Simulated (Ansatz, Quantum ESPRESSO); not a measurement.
# ErBi (Fm-3m): zone-centre phonons

Which modes does ErBi (Fm-3m) have at the zone centre?

Calculated with Quantum ESPRESSO 7.5; DFT PBEsol, scalar-relativistic, plane waves, PseudoDojo norm-conserving, 4f in core pseudopotentials.

Most raw output is cut from this account.

**1. Starting point**

Symmetry: Fm-3m, No. 225, cubic system. Conventional cell: a = 6.186 Å, b = 6.186 Å, c = 6.186 Å, α = 90.00°, β = 90.00°, γ = 90.00°. Nearest to Er lie 6 Bi at 3.09 Å. Nearest to Bi lie 6 Er at 3.09 Å. Farther neighbours are not listed.

**2. A first look**

Before anything dear is run, a loose run with smearing shows whether this is a metal and how far the cell is from rest.

Input file probe.in:

```
 &control
    calculation='scf',
    prefix='x',
    outdir='./tmp',
    pseudo_dir='./pseudo',
    tprnfor=.true.,
    tstress=.true.,
    verbosity='high',
 /
 &system
    ibrav=0,
    nat=2,
    ntyp=2,
    ecutwfc=58.0,
    input_dft='pbesol',
    occupations='smearing',
    smearing='gaussian',
    degauss=0.01,
 /
 &electrons
    conv_thr=1.0d-07,
    mixing_beta=0.7,
    electron_maxstep=100,
 /
ATOMIC_SPECIES
 Er    167.2590  Er.upf
 Bi    208.9804  Bi.upf
CELL_PARAMETERS angstrom
    -3.093000000    0.000000000    3.093000000
     0.000000000    3.093000000    3.093000000
    -3.093000000    3.093000000    0.000000000
ATOMIC_POSITIONS crystal
 Er     0.500000000   0.500000000   0.500000000
 Bi     0.000000000   0.000000000   0.000000000
K_POINTS automatic
 6 6 6 0 0 0
```

Command:

```bash
> OMP_NUM_THREADS=1 mpirun -n 4 pw.x -nk 4 -in probe.in > probe.out
```

It took 3.7 s on 4 MPI ranks of Arm Neoverse V2, shared host.

This step gave:

| Item | Value |
| --- | --- |
| volume per atom | 29.59 Å³ |
| pressure | -0.633 GPa |
| gap on the k-mesh | 0 eV |

No gap opens on this mesh, so smearing is kept; the start stands at -0.63 GPa.

**3. Relaxing the cell and atoms**

Frequencies change by per cents with a per cent of volume, so the structure is first brought to rest at this level of theory.

Input file relax.in:

```
 &control
    calculation='vc-relax',
    prefix='x',
    outdir='./tmp',
    pseudo_dir='./pseudo',
    tprnfor=.true.,
    tstress=.true.,
    forc_conv_thr=2.0d-05,
    etot_conv_thr=1.0d-07,
    nstep=40,
 /
 &system
    ibrav=0,
    nat=2,
    ntyp=2,
    ecutwfc=58.0,
    input_dft='pbesol',
    occupations='smearing',
    smearing='mv',
    degauss=0.02,
 /
 &electrons
    conv_thr=1.0d-11,
    mixing_beta=0.7,
    electron_maxstep=100,
 /
 &ions
 /
 &cell
    press_conv_thr=0.1,
 /
ATOMIC_SPECIES
 Er    167.2590  Er.upf
 Bi    208.9804  Bi.upf
CELL_PARAMETERS angstrom
    -3.093000000    0.000000000    3.093000000
     0.000000000    3.093000000    3.093000000
    -3.093000000    3.093000000    0.000000000
ATOMIC_POSITIONS crystal
 Er     0.500000000   0.500000000   0.500000000
 Bi     0.000000000   0.000000000   0.000000000
K_POINTS automatic
 8 8 8 0 0 0
```

Command:

```bash
> OMP_NUM_THREADS=1 mpirun -n 4 pw.x -nk 4 -in relax.in > relax.out
```

Elapsed: 35 s, on 4 MPI ranks; 2.3 min of CPU time.

Relaxation path:

```
step  energy less that of the first step (eV)  largest force (eV/Å)  pressure (GPa)  volume (Å³)
   1                                   0.0000                0.0000           -0.64        59.18
   2                                  -0.0006                0.0000           -0.42        58.99
   3                                  -0.0011                0.0000           -0.10        58.70
   4                                  -0.0011                0.0000            0.00        58.61
   5                                  -0.0011                0.0000            0.00        58.61
   6                                   0.0004                0.0000           -0.05        58.61
```

```
conventional cell, symmetrised  before  after  change
                         a (Å)   6.186  6.166  -0.3 %
                         b (Å)   6.186  6.166  -0.3 %
                         c (Å)   6.186  6.166  -0.3 %
              volume (Å³/atom)   29.59  29.31  -1.0 %
```

Final coordinates:

```
Er Bi
1.0
    -3.08311    0.00000    3.08311
     0.00000    3.08311    3.08311
    -3.08311    3.08311    0.00000
Er Bi
1 1
Direct
  0.50000 0.50000 0.50000
  0.00000 0.00000 0.00000
```

The last row of the table of steps is pw.x's closing run on a basis chosen anew for the final cell, so its energy can jump.

Numbers from this step:

```yaml
volume_per_atom: 29.31 Å³
pressure: -0.05000 GPa
```

The volume changes by -1.0 % from the cell with which this run began.

**4. Self-consistent run for the response**

The response is built on this ground state, so it is converged far tighter than an energy would need. Smearing stays on, as the first look found no gap above 0.3 eV.

Input file scf.in:

```
 &control
    calculation='scf',
    prefix='x',
    outdir='./tmp',
    pseudo_dir='./pseudo',
    tprnfor=.true.,
    tstress=.true.,
 /
 &system
    ibrav=0,
    nat=2,
    ntyp=2,
    ecutwfc=58.0,
    input_dft='pbesol',
    occupations='smearing',
    smearing='mv',
    degauss=0.02,
 /
 &electrons
    conv_thr=1.0d-12,
    mixing_beta=0.7,
    electron_maxstep=100,
 /
ATOMIC_SPECIES
 Er    167.2590  Er.upf
 Bi    208.9804  Bi.upf
CELL_PARAMETERS angstrom
    -3.083111025    0.000000000    3.083111025
     0.000000000    3.083111025    3.083111025
    -3.083111025    3.083111025    0.000000000
ATOMIC_POSITIONS crystal
 Er     0.500000000   0.500000000   0.500000000
 Bi     0.000000000   0.000000000   0.000000000
K_POINTS automatic
 8 8 8 0 0 0
```

Command:

```bash
> OMP_NUM_THREADS=1 mpirun -n 4 pw.x -nk 4 -in scf.in > scf.out
```

Run time: 6.6 s. Hardware: 4 MPI ranks; 26 s of CPU time.

The cell stands at -0.050 GPa, close enough for phonons.

**5. Zone-centre response**

At q = 0 one unit cell holds all displacements; symmetry groups them into irreducible representations that are solved one by one. With smeared occupations no response to a homogeneous field can be asked.

Input file ph.in:

```
phonons
 &inputph
    prefix='x',
    outdir='./tmp',
    fildyn='g.dyn',
    tr2_ph=1.0d-18,
    alpha_mix(1)=0.4,
    nmix_ph=8,
 /
0.000000000 0.000000000 0.000000000
```

Command:

```bash
> OMP_NUM_THREADS=1 mpirun -n 4 ph.x -nk 4 -in ph.in > ph.out
```

Run time: 82 s. Hardware: 4 MPI ranks.

Numbers from this step:

| Item | Value |
| --- | --- |
| largest acoustic frequency at the zone centre before the sum rule | -4.67 cm⁻¹ |
| highest optical zone-centre mode (no LO-TO term) | 124.2 cm⁻¹ |
| lowest optical zone-centre mode | 124.2 cm⁻¹ |

The acoustic modes at Γ come out as far as 4.7 cm⁻¹ from zero, where they should vanish, a small numerical error.

**6. Modes with the sum rule**

A rigid shift of the crystal must cost nothing, but grids and finite bases break this; the acoustic sum rule is imposed before the matrix is diagonalised again.

Input file dynmat.in:

```
 &input
    fildyn='g.dyn',
    asr='simple',
    fileig='dynmat.eig',
 /
```

Command:

```bash
> dynmat.x -in dynmat.in > dynmat.out
```

The job ended after 0.46 s (1 thread).

This step gave:

```yaml
highest_optical_zone_centre_mode_no_lo_to_term: 124.3 cm⁻¹
lowest_optical_zone_centre_mode: 124.3 cm⁻¹
```

Unit eigenvectors of the mass-weighted matrix after the sum rule; no LO-TO term. Modes at Γ, with each element's share of the kinetic energy:

```
mode  frequency (cm⁻¹)  symmetry  Er %  Bi %
   1               0.0  acoustic    44    56
   2               0.0  acoustic    44    56
   3               0.0  acoustic    44    56
   4             124.3       T1u    56    44
   5             124.3       T1u    56    44
   6             124.3       T1u    56    44
```

Displacements in mode 4 (124.3 cm⁻¹), the largest set to 1:
```
Er1  0.00  1.00  0.20
Bi2  0.00 -0.80 -0.16
```

The rule moves no optical mode by more than 0.1 cm⁻¹.

**7. Sum rules set otherwise (asr no)**

Without the rule the raw error of the acoustic modes shows.

Input file dynmat.in:

```
 &input
    fildyn='g.dyn',
    asr='no',
    fileig='dynmat.eig',
 /
```

Command:

```bash
> dynmat.x -in dynmat.in > dynmat.out
```

Run time: 0.46 s. Hardware: 1 thread.

Numbers from this step:

```
highest optical zone-centre mode (no LO-TO term) : 124.2 cm⁻¹
lowest optical zone-centre mode                  : 124.2 cm⁻¹
```

Zone-centre frequencies as printed; negative means imaginary. Modes:

```
mode  frequency (cm⁻¹)
   1             -4.67
   2             -4.67
   3             -4.67
   4             124.2
   5             124.2
   6             124.2
```

Against the first rule no mode moves by more than 4.7 cm⁻¹.

**8. Sum rules set otherwise (asr crystal)**

The rule can be imposed in more than one way; the choices should agree where the raw error is small.

Input file dynmat.in:

```
 &input
    fildyn='g.dyn',
    asr='crystal',
    fileig='dynmat.eig',
 /
```

Command:

```bash
> dynmat.x -in dynmat.in > dynmat.out
```

It took 0.46 s on 1 thread.

Zone-centre frequencies as printed; negative means imaginary. Modes:

```
mode  frequency (cm⁻¹)
   1                 0
   2                 0
   3                 0
   4             124.2
   5             124.2
   6             124.2
```

Against the first rule no mode moves by more than 0.1 cm⁻¹.

**9. A second program**

The same cell goes through another code at the same cutoff. The potentials differ. Its k mesh is centred on Γ.

This step: DFT PBEsol, scalar-relativistic, plane waves, norm-conserving pseudopotentials, 4f in core (Ansatz 0.2.0).

Input file input.yaml:

```yaml
crystal:
  lattice:
    - [-3.083111025, 0.0, 3.083111025]
    - [0.0, 3.083111025, 3.083111025]
    - [-3.083111025, 3.083111025, 0.0]
  atoms:
    - { symbol: Er, position: [0.5, 0.5, 0.5] }
    - { symbol: Bi, position: [0.0, 0.0, 0.0] }
kpoints:
  mp_grid: { grid: [8, 8, 8] }
hamiltonian:
  xc: pbesol
  pseudopotentials:
    kind: nc
    azcp: { Er: "pseudopotentials/pbe/nc/lanthanide_3plus/Er.nc.azcp" }
    accuracy: standard
scf:
  occupations: { method: cold, width: 0.27211 }
output:
  eigenvalues: true
basis:
  ecutwfc: 789.13
phonons:
  method: dfpt
```

Command:

```bash
> ansatz run input.yaml --threads 4 --pin off --max-ram 8192MiB --backend cpu --events-out ev --progress --plain --runs-dir out
```

Elapsed: 7.3 s, on 4 threads; peak memory 0.79 GiB.

Numbers from this step:

* sum-rule residual before enforcement: 5.20e-5 eV/Å²
* highest optical zone-centre mode (no LO-TO term): 124.0 cm⁻¹
* lowest optical zone-centre mode: 124.0 cm⁻¹

**10. The two compared: QE PseudoDojo and Ansatz, library NC**

Worked out from the results:

* root-mean-square difference: 0.29 cm⁻¹
* largest difference: 0.29 cm⁻¹

Frequencies side by side, by row:

```
q (reciprocal lattice)  mode  QE PseudoDojo (cm⁻¹)  Ansatz, library NC (cm⁻¹)
                 0 0 0     1                     0                          0
                 0 0 0     2                     0                          0
                 0 0 0     3                     0                          0
                 0 0 0     4                 124.3                        124
                 0 0 0     5                 124.3                        124
                 0 0 0     6                 124.3                        124
```

At the zone centre the largest difference (acoustic modes at Γ apart) is 0.2 % of the highest mode.

**11. Results**

| Item | Value |
| --- | --- |
| space group after relaxation | Fm-3m |
| volume per atom | 29.3 Å³ |
| highest optical zone-centre mode (no LO-TO term) | 124.3 cm⁻¹ |
| imaginary optical modes at the zone centre (no q mesh in this session) | none |
| largest difference from Ansatz, library NC | 0.29 cm⁻¹ |

In words: At the PBEsol level the optical modes of ErBi (Fm-3m) at the zone centre lie at 124 cm⁻¹. QE PseudoDojo and Ansatz, library NC agree to 0.29 cm⁻¹ (0.2 % of the highest mode compared) on all solved modes but the acoustic ones at Γ, without the LO-TO term. These are harmonic frequencies at zero temperature: anharmonic shifts and linewidths and thermal expansion are left out. Spin-orbit coupling is left out, which can matter for the heavy elements here. In a metal the frequencies hang on the k mesh and the smearing, most of all near Kohn anomalies. The 4f electrons are frozen in the core as for a trivalent ion, in files made for PBE, so their moments and any magnetic order are left out. The relaxation ran at 58 Ry, under the 66 Ry recommended for these files; the stress of so short a basis can leave the cell about one per cent too small. Ansatz warns that the cutoff lies 12 % under the one recommended for these files; agreement at one cutoff is not convergence. The total energies of the two programs lie far apart, so at least one potential file in Ansatz's library differs from the published one read by the first program.

[Host names and launcher messages were left out of these logs when they were recorded.]

[Logs are printed without paths, hosts, clocks, repeated set-up lines and the standing remarks that a program may print on its own settings, such as how far it seeks lower states.]

[Hosts, paths, dates, database ids (printed as entryN), source tags and the programs' standing remarks are cut or masked in the printed files.]
